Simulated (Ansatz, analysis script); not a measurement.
# Free-standing square Ti monolayer, spacing 2.904 Å: energy against the total moment, part 2 of 2

Aim: the energy of a free-standing square Ti monolayer, spacing 2.904 Å as its total moment is fixed at a series of values, and its answer to a field.

Ansatz 0.2.0; LDA, PAW set soft_1 (files made for PBE).

So far. Step 7 (Total moment fixed at 0.556 μB): The energy is -10.3 meV from the state without spin, and the largest site carries 0.383 μB.

**8. Total moment fixed at 1.389 μB**

Level of this step: Ansatz DFT, collinear, total moment fixed by two Fermi levels; LDA, PAW set soft_1; PAW set soft_1 (Ansatz).

Contents of input.yaml:

```yaml
crystal:
  lattice:
    - [2.904, 0.0, 0.0]
    - [0.0, 2.904, 0.0]
    - [0.0, 0.0, 14.0]
  atoms:
    - { symbol: Ti, position: [0.0, 0.0, 0.5], spin: 1.389 }
magnetization:
  spin_polarized: true
  initial_magnetization: 1.389
  spin_locking: { lock_magnetization: hard }
kpoints:
  mp_grid: { grid: [19, 19, 1] }
hamiltonian:
  xc: lda
  pseudopotentials: { kind: paw, azcp: { folder: soft_1 }, xc_functional: pbe }
scf:
  occupations: { method: fermi_dirac, width: 0.1 }
  max_iter: 120
  convergence: { dr2_threshold: 1.0e-08 }
  lower_state_search: "off"
basis:
  ecutwfc: 420.0
```

Command:

```bash
$ ansatz run input.yaml --threads 1 --pin off --max-ram 2560MiB --backend cpu --events-out ev --progress --plain --runs-dir out
```

Numbers of over 12 decimals in the logs are rounded to 6 here.

Log:

```text
[...]
Crystal: 1 atoms, lattice volume = 118.065 Å³
Basis set: ecut = 420 eV, 2291 PW (Γ)
Bands: 11, of which v1, the nominal top of the filled ones, is band 6 counted from 1 (5 counted from 0)
Symmetry: 16 space group operations
[...]
k-points: 55 of 361
[...]
Starting moments: Σ|m| = 1.389 μB on 1 of 1 site
[...]
Magnetization: 1.3890 μB (6.6945 up, 5.3055 down)
Absolute magnetization: 1.3890 μB (∫|ρ↑−ρ↓|, with the PAW one-centre terms)
[...]
Per-site moments (μB) at R_I (Å): [(0.966688, 1.1979)]
Free energy (F): -2447.459863 eV
[...]
Internal energy: -2447.350789 eV  (E = F + TS)
E sigma→0 (E₀):  -2447.405326 eV
Entropy (-TS):   -0.109074 eV (-109.074 meV/atom)
Fermi energy:    -1.414678 (↑ -1.466264, ↓ -1.363093) eV
[...]
[key lines of the parts left out:]
SCF converged after 11 iterations
```

Run time: 7.2 s. Hardware: 1 thread of Arm Neoverse V2, shared host; peak memory 0.37 GiB.

The energy is -50.5 meV from the state without spin, and the largest site carries 0.967 μB.

**9. Total moment fixed at 2.5 μB**

input.yaml, the sections that differ from step 8:

```yaml
crystal:
  lattice:
    - [2.904, 0.0, 0.0]
    - [0.0, 2.904, 0.0]
    - [0.0, 0.0, 14.0]
  atoms:
    - { symbol: Ti, position: [0.0, 0.0, 0.5], spin: 2.5 }
magnetization:
  spin_polarized: true
  initial_magnetization: 2.5
  spin_locking: { lock_magnetization: hard }
# kpoints, hamiltonian, scf, basis: as in step 8
```

Log:

```text
[...]
Crystal: 1 atoms, lattice volume = 118.065 Å³
Basis set: ecut = 420 eV, 2291 PW (Γ)
Bands: 12, of which v1, the nominal top of the filled ones, is band 6 counted from 1 (5 counted from 0)
Symmetry: 16 space group operations
[...]
k-points: 55 of 361
[...]
Starting moments: Σ|m| = 2.5 μB on 1 of 1 site
[...]
Magnetization: 2.5000 μB (7.2500 up, 4.7500 down)
Absolute magnetization: 2.5001 μB (∫|ρ↑−ρ↓|, with the PAW one-centre terms)
[...]
Per-site moments (μB) at R_I (Å): [(1.738287, 1.1979)]
Free energy (F): -2447.447721 eV
[...]
Internal energy: -2447.374722 eV  (E = F + TS)
E sigma→0 (E₀):  -2447.411222 eV
Entropy (-TS):   -0.072999 eV (-72.999 meV/atom)
Fermi energy:    -1.575446 (↑ -1.420951, ↓ -1.729941) eV
[...]
[key lines of the parts left out:]
SCF converged after 11 iterations
```

The job ended after 8 s (1 thread; peak memory 0.38 GiB).

The energy is -38.4 meV from the state without spin, and the largest site carries 1.74 μB.

The other 5 runs of this kind were made alike; their results stand in the table below.

**10. No field, tight threshold**

A field gives a second route to the same curve. A thousand tesla shift each spin by 58 meV, and the threshold is tightened so that small induced moments are resolved.

input.yaml, the sections that differ from step 9:

```yaml
crystal:
  lattice:
    - [2.904, 0.0, 0.0]
    - [0.0, 2.904, 0.0]
    - [0.0, 0.0, 14.0]
  atoms:
    - { symbol: Ti, position: [0.0, 0.0, 0.5], spin: 1.42 }
magnetization:
  spin_polarized: true
scf:
  occupations: { method: fermi_dirac, width: 0.1 }
  max_iter: 120
  convergence: { dr2_threshold: 1.0e-10 }
  lower_state_search: "off"
# kpoints, hamiltonian, basis: as in step 9
```

Log:

```text
[...]
Crystal: 1 atoms, lattice volume = 118.065 Å³
Basis set: ecut = 420 eV, 2291 PW (Γ)
Bands: 11, of which v1, the nominal top of the filled ones, is band 6 counted from 1 (5 counted from 0)
Symmetry: 16 space group operations
[...]
k-points: 55 of 361
[...]
Starting moments: Σ|m| = 1.42 μB on 1 of 1 site
[...]
SCF converged after 16 iterations
Magnetization: 2.0230 μB (7.0115 up, 4.9885 down)
Absolute magnetization: 2.0231 μB (∫|ρ↑−ρ↓|, with the PAW one-centre terms)
[...]
Per-site moments (μB) at R_I (Å): [(1.424046, 1.1979)]
Free energy (F): -2447.481992 eV
[...]
Internal energy: -2447.399671 eV  (E = F + TS)
E sigma→0 (E₀):  -2447.440832 eV
Entropy (-TS):   -0.082321 eV (-82.321 meV/atom)
Fermi energy:    -1.462977 eV
[...]
```

It took 9.3 s on 1 thread; peak memory 0.38 GiB.

The net moment is 2.02 μB a cell.

**11. Field of 1000 T**

Edit input.yaml of step 10 so:

```diff
@@ -9,2 +9,3 @@
   spin_polarized: true
+  magnetic_field: 1000.0
 kpoints:
```

Log:

```text
[...]
Crystal: 1 atoms, lattice volume = 118.065 Å³
Basis set: ecut = 420 eV, 2291 PW (Γ)
Bands: 11, of which v1, the nominal top of the filled ones, is band 6 counted from 1 (5 counted from 0)
Symmetry: 16 space group operations
[...]
k-points: 55 of 361
[...]
Starting moments: Σ|m| = 1.42 μB on 1 of 1 site
[...]
SCF converged after 14 iterations
Magnetization: 2.2296 μB (7.1148 up, 4.8852 down)
Absolute magnetization: 2.2297 μB (∫|ρ↑−ρ↓|, with the PAW one-centre terms)
[...]
Per-site moments (μB) at R_I (Å): [(1.567113, 1.1979)]
Free energy (F): -2447.605611 eV
[...]
Internal energy: -2447.531642 eV  (E = F + TS)
E sigma→0 (E₀):  -2447.568627 eV
Entropy (-TS):   -0.073968 eV (-73.968 meV/atom)
Fermi energy:    -1.510120 eV
[...]
```

The job ended after 8.3 s (1 thread; peak memory 0.38 GiB).

The net moment is 2.23 μB a cell.

3 more runs differ from these in the same keys alone and are tabled below.

**12. The curves**

Table of energy less the state without spin by total moment:

| total moment (μB/cell) | energy less the state without spin (meV/cell) |
| --- | --- |
| 0.00 | 0 |
| 0.28 | -2.68 |
| 0.56 | -10.3 |
| 0.83 | -21.9 |
| 1.11 | -35.8 |
| 1.39 | -50.5 |
| 1.67 | -63.7 |
| 1.94 | -72.0 |
| 2.22 | -67.6 |
| 2.50 | -38.4 |

The field that holds a moment is half the difference of the two Fermi levels over μB.

The field that holds the moment by total moment:

| total moment (μB/cell) | field that holds the moment (T) |
| --- | --- |
| 0.278 | -329 |
| 0.556 | -611 |
| 0.833 | -811 |
| 1.111 | -909 |
| 1.389 | -891 |
| 1.667 | -720 |
| 1.944 | -243 |
| 2.222 | 954 |
| 2.500 | 2669 |

Total moment against field:

| field (T) | total moment (μB/cell) |
| --- | --- |
| 0 | 2.02 |
| 100 | 2.05 |
| 200 | 2.08 |
| 500 | 2.14 |
| 1000 | 2.23 |

A Landau fit E = a2 M² + a4 M⁴ + a6 M⁶ (meV, μB) and the Stoner form E ≈ M² (1/2N − I/4), with the slope taken at the first fixed moment:

Numbers from this step:

* density of states at the Fermi level, no spin: 4.471 states/eV/cell, both spins, broadened by the smearing
* Landau coefficients a2, a4, a6: -31.88, 2.272, 0.2940 meV/μB², meV/μB^4, meV/μB^6
* r.m.s. miss of the Landau fit: 0.6333 meV
* Stoner parameter I: 0.5841 eV, of the cell
* I·N/2: 1.306 I N / 2 from the slope at the first moment; over 1: unstable to a moment

**13. Summary of results**

```json
{
 "state of the free run": "ferromagnetic",
 "net moment of the free run": "2.02 μB",
 "energy of the free run from the state without spin": "-72.6 meV a cell",
 "lowest of the fixed moments tried": "M = 1.944 μB, -72.0 meV",
 "dM/dB between 0 and 100 T": "0.272 μB a cell per 1000 T"
}
```

What this shows: At this level the system is magnetic: the free run keeps 1.42 μB on the largest site. No other order was typed. Among the fixed moments, E(M) falls 72.0 meV below the state without spin and is lowest near 1.944 μB on this grid. I·N/2 = 1.3 is over 1, so the state without spin is unstable to a uniform moment. The field acts on spins alone. The 14 fixed-moment and field runs took 1.8 min of wall time, added up. Energies are free energies at a smearing of 0.1 eV, and with partly filled levels differences shift, at times strongly, as the smearing goes to zero. The cell was taken as built, with atoms unrelaxed. In doubt: the program's search for lower states was switched off, so a lower magnetic state than those reached may exist.

[Logs and program files are shortened in this print: banners, set-up blocks, solver, clock and traceback lines can be left out without a mark of their own.]

[Logs are printed without paths, hosts, clocks, repeated set-up lines and the standing remarks that a program may print on its own settings, such as how far it seeks lower states.]

[Hosts, paths, dates, database ids (printed as entryN), source tags and the programs' standing remarks are cut or masked in the printed files.]
